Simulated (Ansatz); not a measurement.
# Ca2La, from a guessed structure to a relaxed one, part 2 of 2

This structure for Ca2La is made up. Its elements were placed in a known structure type with a cell scaled to their sizes. What cell does the guess relax to, and how far off was it?

Ansatz 0.2.0; DFT, PBE, plane-wave PAW, default files, scalar-relativistic, no spin, cell and ions relaxed at zero pressure (the session's first sound run).

So far: Starting point; Relaxing cell and atoms. The relaxed cell has a = 6.163, c = 3.651 Å (conventional setting).

**3. Bands of the relaxed cell**

With the geometry fixed, one more self-consistent run, with a narrower smearing and the mesh shown in its input, gives the bands, and its pressure, and its forces where symmetry allows any, show how far the geometry depends on these settings.

This step: DFT, PBE, plane-wave PAW, default files, scalar-relativistic, no spin, bands and density of states at the relaxed cell (Ansatz 0.2.0).

Contents of input.yaml:

```yaml
crystal:
  lattice:
    - [6.1626812251, 0.0, 0.0]
    - [-3.0813406126, 5.3370384964, 0.0]
    - [0.0, 0.0, 3.6512719091]
  atoms:
    - { symbol: La, position: [0.0, 0.0, 0.0] }
    - { symbol: Ca, position: [0.6666666667, 0.3333333333, 0.5] }
    - { symbol: Ca, position: [0.3333333333, 0.6666666667, 0.5] }
kpoints:
  mp_grid: { grid: [6, 6, 8] }
  band_path:
    path:
      - [[0.0, 0.0, 0.0], [0.5, 0.0, 0.0], [0.33333333, 0.33333333, 0.0], [0.0, 0.0, 0.0], [0.0, 0.0, 0.5], [0.5, 0.0, 0.5], [0.33333333, 0.33333333, 0.5], [0.0, 0.0, 0.5]]
      - [[0.5, 0.0, 0.5], [0.5, 0.0, 0.0]]
      - [[0.33333333, 0.33333333, 0.0], [0.33333333, 0.33333333, 0.5]]
    npoints: 8
scf:
  occupations: { method: fermi_dirac, width: 0.03 }
  n_extra_bands: 7
hamiltonian:
  xc: pbe
  pseudopotentials: { kind: paw }
output:
  forces: true
  stress: true
  write_bands: true
  dos: { projected: true }
  write_density: true
  write_potential: true
  elf: true
  volumetric_format: npy
```

Launch:

```bash
> ansatz run input.yaml --threads 4 --pin off --max-ram 8192MiB --backend cpu --events-out ev --progress --plain --runs-dir out
```

Numbers of over 12 decimals in the logs are rounded to 6 here.

Output:

```text
La: projections on atomic orbitals take those of the free atom [Kr 4d10] 4f0 5s2 5p6 5d1 6s2, of charge +0.00 (hamiltonian.pseudopotentials.projection_atoms); the dataset's partial waves leave at most 1.9e-5 of an orbital's norm unspanned inside its sphere
[...]
Crystal: 3 atoms, lattice volume = 120.092 Å³
Basis set: ecut = 420 eV, 2311 PW (Γ), exchange–correlation on 90×90×50 points (8 copies of the dense FFT grid, shifted against one another)
Bands: 23, of which v1, the nominal top of the filled ones, is band 16 counted from 1 (15 counted from 0)
Symmetry: 24 space group operations
[...]
k-points: 35 of 288
[...]
SCF iter   1: F=—  HF=-9883.571401 eV  |F-HF|=—  |Δ(HF+E_count)|=         —  Δρ=2.39e-3  dr2=1.39e-2  ethr=1.77e-3  ⟨swp⟩=6.3  Hψ=4107  notcnv=0
[...]
SCF iter   7: F=-9883.573091 eV  HF=-9883.573091 eV  |F-HF|=6.08e-9  |Δ(HF+E_count)|=   9.13e-9  Δρ=1.78e-6  dr2=1.06e-8  ethr=3.23e-10  ⟨swp⟩=11.8  Hψ=5353  notcnv=0
SCF 1 converged in 7 iterations: F = -9883.573091 eV  dr2 = 1.06e-8
[...]
NSCF: frozen V_eff on 75 k-points
SCF converged after 7 iterations
Free energy (F): -9883.573091 eV
[...]
Internal energy: -9883.559679 eV  (E = F + TS)
E sigma→0 (E₀):  -9883.566385 eV
Entropy (-TS):   -0.013412 eV (-4.471 meV/atom)
Fermi energy:    6.901178 eV
[...]
--- Stress (GPa, compression-positive) ---
       -0.032376       0.000000       0.000000
       -0.000000      -0.032376      -0.000000
        0.000000      -0.000000      -0.031287
  P = ⅓ Tr σ = -0.0320 GPa (-0.320 kbar)
--- Band table (eV; the first three rows and the last of 35) ---
  k-point 0: bands = [... 12 lower, 3.0513, 6.2483, 6.5037, 6.5037, 7.4970, 7.6221, 7.6221, 8.2749, ... 3 higher]
  k-point 1: bands = [... 12 lower, 3.2820, 6.5298, 6.5298, 6.6050, 7.4017, 7.4017, 7.6974, 8.2794, ... 3 higher]
  k-point 2: bands = [... 12 lower, 3.9162, 6.5919, 6.5919, 6.8952, 6.8952, 7.2597, 8.0424, 8.0894, ... 3 higher]
  k-point 34: bands = [... 12 lower, 5.8668, 5.8668, 6.4023, 7.0516, 7.0516, 7.8882, 7.9382, 7.9382, ... 3 higher]
```

It took 3.2 s on 4 threads of Arm Neoverse V1, shared host; peak memory 0.46 GiB.

Reading the cycles: dr2 is the Hartree energy of the density residual (eV), the measure of convergence; HF is the Harris–Foulkes estimate of the energy, which meets the free energy F at convergence.

Numbers from this step:

```yaml
free_energy: -9883.5731 eV
energy_at_zero_smearing: -9883.5664 eV
smearing_term_ts: 0.01341 eV
fermi_energy: 6.901 eV
pressure: -0.03201 GPa
```

From bands.tsv, the bands that come nearest the Fermi level along the path, at its corners, in eV from the Fermi level:

```
point  band 12  band 13  band 14  band 15  band 16  band 17  band 18  band 19
    Γ   -16.38    -3.85    -0.65    -0.40    -0.40     0.60     0.72     0.72
    M   -16.38    -2.39    -2.25    -1.20     0.44     0.45     0.69     0.97
    K   -16.38    -2.04    -2.04    -1.80     0.16     0.79     0.79     0.88
    Γ   -16.38    -3.85    -0.65    -0.40    -0.40     0.60     0.72     0.72
    A   -16.74    -1.06    -0.86    -0.65    -0.65    -0.22    -0.22     1.18
    L   -16.74    -1.41    -0.70    -0.48     0.19     0.39     0.65     0.97
    H   -16.74    -1.03    -1.03    -0.50     0.15     0.15     0.99     1.04
    A   -16.74    -1.06    -0.86    -0.65    -0.65    -0.22    -0.22     1.18
    L   -16.74    -1.41    -0.70    -0.48     0.19     0.39     0.65     0.97
    M   -16.38    -2.39    -2.25    -1.20     0.44     0.45     0.69     0.97
    K   -16.38    -2.04    -2.04    -1.80     0.16     0.79     0.79     0.88
    H   -16.74    -1.03    -1.03    -0.50     0.15     0.15     0.99     1.04
```

Counts of states for the cell as run, both spins, by energy window (eV from the Fermi level):

```csv
from,to,total
-8,-7,0.00
-7,-6,0.00
-6,-5,0.00
-5,-4,0.00
-4,-3,0.27
-3,-2,0.90
-2,-1,2.08
-1,0,3.69
0,1,6.16
```

A further 24.0 states lie below the table's range.

Valence density in the ab plane at fractional z = 0.500, with atoms of Ca within 0.2 Å of it. It is the smooth field of the valence electrons, not physical close to the nuclei.

Values in e/Å³, 9 rows by 16 columns, each cell a mean:
```
0.1 0.1 0.1 0.1 0.1 0.1 0.1 0.1 0.1 0.1 0.1 0.1 0.1 0.1 0.1 0.1
0.1 0.1 0.1 0.1 0.2 0.8 1.2 0.9 0.3 0.1 0.1 0.1 0.1 0.1 0.1 0.1
0.1 0.1 0.1 0.7 2.9 5.3 4.9 2.1 0.4 0.1 0.1 0.1 0.1 0.1 0.1 0.1
0.1 0.1 0.3 1.6 3.9 4.2 2.2 0.5 0.1 0.1 0.1 0.1 0.1 0.1 0.1 0.1
0.1 0.1 0.2 0.4 0.6 0.4 0.1 0.1 0.1 0.2 0.6 1.2 1.1 0.5 0.1 0.1
0.1 0.1 0.1 0.1 0.1 0.1 0.1 0.1 0.4 2.0 4.7 5.4 3.1 0.7 0.1 0.1
0.1 0.1 0.1 0.1 0.1 0.1 0.1 0.2 1.0 3.2 4.4 3.0 0.9 0.2 0.1 0.1
0.1 0.1 0.1 0.1 0.1 0.1 0.1 0.1 0.3 0.5 0.4 0.2 0.1 0.1 0.1 0.1
0.1 0.1 0.1 0.1 0.1 0.1 0.1 0.1 0.1 0.1 0.1 0.1 0.1 0.1 0.1 0.1
```
Columns run along a (6.2 Å), rows up along b (6.2 Å). Atoms in or near the plane, at fractional coordinates: Ca at (0.67, 0.33), Ca at (0.33, 0.67).

ELF in the ab plane at fractional z = 0.500, with atoms of Ca within 0.2 Å of it. It is the smooth field of the valence electrons, not physical close to the nuclei.

Ten even steps from '_' (0.07) to '@' (0.85), each cell a mean:
```
__..--++**==::____..::++**==::..__
..--++++--__________..==++==::....
==++++::__::**##==____--++++------
**++::__==@@@@@@##..__==**++++++++
**--__--@@@@@@@@##__..++**++++++**
==....##@@@@@@@@--__::==--::::--==
::__::%%@@@@@@==__..::..________::
..__..++##**--________..====..____
..______..____..____==%%@@@@++____
--::..__..::--::__==@@@@@@@@++__..
**++====++++==__::%%@@@@@@%%::__==
**++++++****::__==@@@@@@@@==__::**
========++++..__--%%@@%%--__::++++
::::::--++++::____::::..__::++++--
____..--++++--________..--++++--..
____::==****==::....::++**++--..__
```
Columns run along a (6.2 Å), rows up along b (6.2 Å). Atoms in or near the plane, at fractional coordinates: Ca at (0.67, 0.33), Ca at (0.33, 0.67).

Electrostatic potential energy in the ab plane at fractional z = 0.500, with atoms of Ca within 0.2 Å of it. With pseudopotentials it is smooth inside the atoms' cores, unlike the true potential.

Values in eV, 9 rows by 16 columns, each cell a mean:
```
  7   8   9   9   8   7   5   4   5   7   8   9   9   8   7   6
  9   9   8   6   1 -10 -17 -13  -2   4   8   9   9   9   8   8
  9   8   4  -8 -34 -49 -50 -27  -4   5   8   9   9   9   9   9
  7   5  -2 -23 -44 -43 -27  -5   4   7   7   6   5   5   6   7
  7   5   1  -5  -7  -2   3   6   6   2  -6 -16 -15  -6   2   6
  8   8   7   7   7   8   8   5  -3 -25 -46 -51 -38 -10   3   7
  9   9   9   9   9   9   7   1 -15 -39 -46 -34 -11   3   7   9
  8   8   8   9   9   9   7   3  -3  -7  -4   2   6   8   9   9
  6   6   8   9   9   9   8   6   6   6   7   9   9   9   8   7
```
Columns run along a (6.2 Å; values clipped at the 3rd and 97th percentile), rows up along b (6.2 Å). Atoms in or near the plane, at fractional coordinates: Ca at (0.67, 0.33), Ca at (0.33, 0.67).

**4. Summary of results**

```yaml
space_group_relaxed: P6/mmm
conventional_cell: a = 6.163, b = 6.163, c = 3.651 Å; α = 90.0°, β = 90.0°, γ = 120.0°
volume_per_atom: 40.03 Å³ (guess 34.99)
```

Ca2La relaxes to P6/mmm with a = 6.163, b = 6.163 and c = 3.651 Å. The guessed volume was 13 % too small. The space group P6/mmm was held in the relaxation, so the end point is a stationary structure within it and may be a saddle against distortions or other arrangements. Bands cross the Fermi level, so it is a metal or semimetal at this level. The electron count is odd, which forces that without spin polarisation or a larger cell. On the 6×6×8 mesh with the narrower smearing (relaxed on 6×6×7) the forces vanish, as symmetry may demand, and the largest stress component is 0.032 GPa, within the relaxation's thresholds of 0.015 eV/Å and 0.05 GPa. The cutoff wasn't tested. A vector of the cell changed its length by 11 %, more than the volume shows. Spin-orbit coupling is left out, which can matter for elements this heavy. No dispersion term is used, so weakly bound directions may come out too long. Nothing here tests whether the compound is stable against decomposition.

[Logs are printed without paths, hosts, clocks, repeated set-up lines and the standing remarks that a program may print on its own settings, such as how far it seeks lower states.]

[Hosts, paths, dates, database ids (printed as entryN), source tags and the programs' standing remarks are cut or masked in the printed files.]
